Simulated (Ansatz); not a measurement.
# Rh wire along [110], 14 atoms a period: bands along the axis, part 2 of 2

Aim: is the Rh wire along [110], 14 atoms a period a metal or a semiconductor?

Ansatz 0.2.0; DFT PBE, plane waves, PAW; relaxation of a wire's period; PAW set soft_1 (the session's first sound run).

So far: The structure; The relaxed wire.

### Step 2. The relaxed wire (continued)

The steps of the relaxation:

```
step  energy less that of the first step (eV)  largest force component (eV/Å)  pressure (GPa)  volume (Å³)
   1                                   0.0000                          0.9909           -4.05       584.48
   2                                  -0.2323                          0.8974            3.57       563.60
   3                                  -0.5192                          0.1236           -0.47       572.42
   4                                  -0.5266                          0.0382            0.00       571.03
   5                                  -0.5275                          0.0071           -0.03       571.04
  6*                                  -0.5241                          0.0072           -0.02       571.04
```

Relaxation steps marked * repeat the geometry before them on a plane-wave basis chosen anew for their cell, so energy and pressure can jump there.

The run keeps the 8 symmetry operations that it works with, so distortions that break them were not tested.

```
cell as run  before  after  change
      c (Å)   2.708  2.646  -2.3 %
```

The atoms that moved most (Å, along periodic axes as changes of fractional coordinates times the final cell, across vacuum about the mean position):

```
atom      dx      dy     dz  length
Rh10   0.000  -0.108  0.000   0.108
 Rh7   0.000   0.108  0.000   0.108
 Rh5   0.088  -0.003  0.000   0.088
Rh11  -0.088  -0.003  0.000   0.088
Rh12  -0.088   0.003  0.000   0.088
 Rh6   0.088   0.003  0.000   0.088
 Rh9   0.000  -0.039  0.000   0.039
 Rh8   0.000   0.039  0.000   0.039
```

This step gave:

```
energy at zero smearing    : -89629.0728 eV
cell length along the wire : 2.646 Å
```

The cell's length comes to 2.646 Å with spin left out.

### Step 3. Bands of the perfect wire

This step: DFT PBE, plane waves, PAW; bands of a perfect wire; PAW set soft_1 (Ansatz 0.2.0).

At the relaxed period the bands are computed along the axis; those that cross an energy going forward count the channels that a perfect wire would open there.

File input.yaml:

```yaml
crystal:
  lattice:
    - [14.46, 0.0, 0.0]
    - [0.0, 14.925, 0.0]
    - [0.0, 0.0, 2.6459553815]
  atoms:
    - { symbol: Rh, position: [0.369011999, 0.32066217, 0.0] }
    - { symbol: Rh, position: [0.368084477, 0.499988506, 0.0] }
    - { symbol: Rh, position: [0.630988001, 0.32066217, 0.0] }
    - { symbol: Rh, position: [0.631915523, 0.499988506, 0.0] }
    - { symbol: Rh, position: [0.241230993, 0.409084198, 0.5] }
    - { symbol: Rh, position: [0.241230993, 0.590892815, 0.5] }
    - { symbol: Rh, position: [0.5, 0.235067926, 0.5] }
    - { symbol: Rh, position: [0.5, 0.411866301, 0.5] }
    - { symbol: Rh, position: [0.5, 0.588110711, 0.5] }
    - { symbol: Rh, position: [0.5, 0.764909086, 0.5] }
    - { symbol: Rh, position: [0.758769007, 0.409084198, 0.5] }
    - { symbol: Rh, position: [0.758769007, 0.590892815, 0.5] }
    - { symbol: Rh, position: [0.369011999, 0.679314843, 0.0] }
    - { symbol: Rh, position: [0.630988001, 0.679314843, 0.0] }
kpoints:
  mp_grid: { grid: [1, 1, 31] }
  band_path: { path: ["Γ", Z], npoints: 90 }
scf:
  occupations: { method: fermi_dirac, width: 0.05 }
hamiltonian:
  xc: pbe
  pseudopotentials: { kind: paw, azcp: { folder: soft_1 } }
output:
  dos: { e_range: [-5, 4] }
  write_potential: true
  write_density: true
  volumetric_format: npy
```

The run is started by

```sh
$ ansatz run input.yaml --threads 4 --pin off --max-ram 16384MiB --backend cpu --events-out ev --progress --plain --runs-dir out
```

Numbers of over 12 decimals in the logs are rounded to 6 here.

The log of the run:

```text
[...]
Crystal: 14 atoms, lattice volume = 571.038 Å³
Basis set: ecut = 420 eV, 11221 PW (Γ)
Bands: 143, of which v1, the nominal top of the filled ones, is band 119 counted from 1 (118 counted from 0)
Symmetry: 8 space group operations
[...]
k-points: 16 of 31
[...]
SCF iter   1: F=—  HF=-89635.215225 eV  |F-HF|=—  |Δ(HF+E_count)|=         —  Δρ=5.42e-2  dr2=2.34e1  ethr=3.10e-3  ⟨swp⟩=7.6  Hψ=9093  notcnv=0  defer=36
[...]
SCF iter  11: F=-89629.192626 eV  HF=-89629.192626 eV  |F-HF|=1.04e-7  |Δ(HF+E_count)|=   1.02e-7  Δρ=3.28e-6  dr2=5.37e-8  ethr=4.20e-11  ⟨swp⟩=11.2  Hψ=8638  notcnv=0
SCF 1 converged in 11 iterations: F = -89629.192626 eV  dr2 = 5.37e-8
[...]
NSCF: frozen V_eff on 91 k-points
WARN: The output density's exchange-correlation potential varies sharply where the density is thin. Do not read a vacuum level from v_tot or v_xc, or from such a field of the output density. On a cell that repeats whose density bears no net charge and no dipole along the vacuum's axis use v_es (v_loc + v_h of the components); under efield.dipole_correction with no amplitude use v_es + v_field, which holds any externa [...]
SCF converged after 11 iterations
Free energy (F): -89629.192626 eV
[...]
Internal energy: -89628.936143 eV  (E = F + TS)
E sigma→0 (E₀):  -89629.064385 eV
Entropy (-TS):   -0.256483 eV (-18.320 meV/atom)
Fermi energy:    4.374200 eV
[...]
--- Band table (eV; the first three rows and the last of 16) ---
  k-point 0: bands = [... 115 lower, 4.0312, 4.0591, 4.1390, 4.1447, 4.2682, 4.3892, 4.4011, 4.4098, ... 20 higher]
  k-point 1: bands = [... 115 lower, 3.9029, 4.1029, 4.1212, 4.2200, 4.2553, 4.3223, 4.3873, 4.3921, ... 20 higher]
  k-point 2: bands = [... 115 lower, 3.9247, 4.0179, 4.0476, 4.1936, 4.2054, 4.2912, 4.3775, 4.4035, ... 20 higher]
  k-point 15: bands = [... 115 lower, 4.5485, 4.6429, 4.6785, 4.8027, 4.9000, 5.0043, 5.0968, 5.2194, ... 20 higher]
```

Elapsed: 2.1 min, on 4 threads of Arm Neoverse V1, shared host; peak memory 3.9 GiB.

In the SCF lines HF is the Harris–Foulkes energy and dr2 the Hartree energy of the density residual, in eV; the loop may stop once dr2 is under the threshold and the program's other checks hold. Hψ counts applications of the Hamiltonian.

Numbers from this step:

```
energy at zero smearing : -89629.0644 eV
band gap                : 0 eV
```

Electronic bands along the path, in eV, zero at the Fermi level; # counts the bands kept:

```
  point    #56    #57    #58    #59   #60   #61   #62   #63
      Γ  -0.23  -0.11   0.01   0.03  0.04  0.09  0.13  0.41
halfway  -0.35  -0.27  -0.16  -0.10  0.09  0.20  0.22  0.23
      Z   0.45   0.54   0.63   0.73  0.86  0.90  0.93  0.98
```

Between Γ and Z the bands cross the Fermi level 21 times, so a perfect wire would conduct at least 21 G₀, with spin left out.

### Step 4. Outcome

| Quantity | Value |
| --- | --- |
| cell length, PBE | 2.646 Å |
| ballistic conductance by band crossings, a lower bound, PBE | 21 G₀ |

**Reading.** Under PBE the cell's length is 2.65 Å, and the bands cross the Fermi level 21 times between Γ and Z, which gives a perfect wire at least 21 G₀ (opposite crossings within one step of the path cancel in such a count). No spin was allowed, though thin wires with open d shells can turn magnetic.

[Logs are printed without paths, hosts, clocks, repeated set-up lines and the standing remarks that a program may print on its own settings, such as how far it seeks lower states.]

[Hosts, paths, dates, database ids (printed as entryN), source tags and the programs' standing remarks are cut or masked in the printed files.]
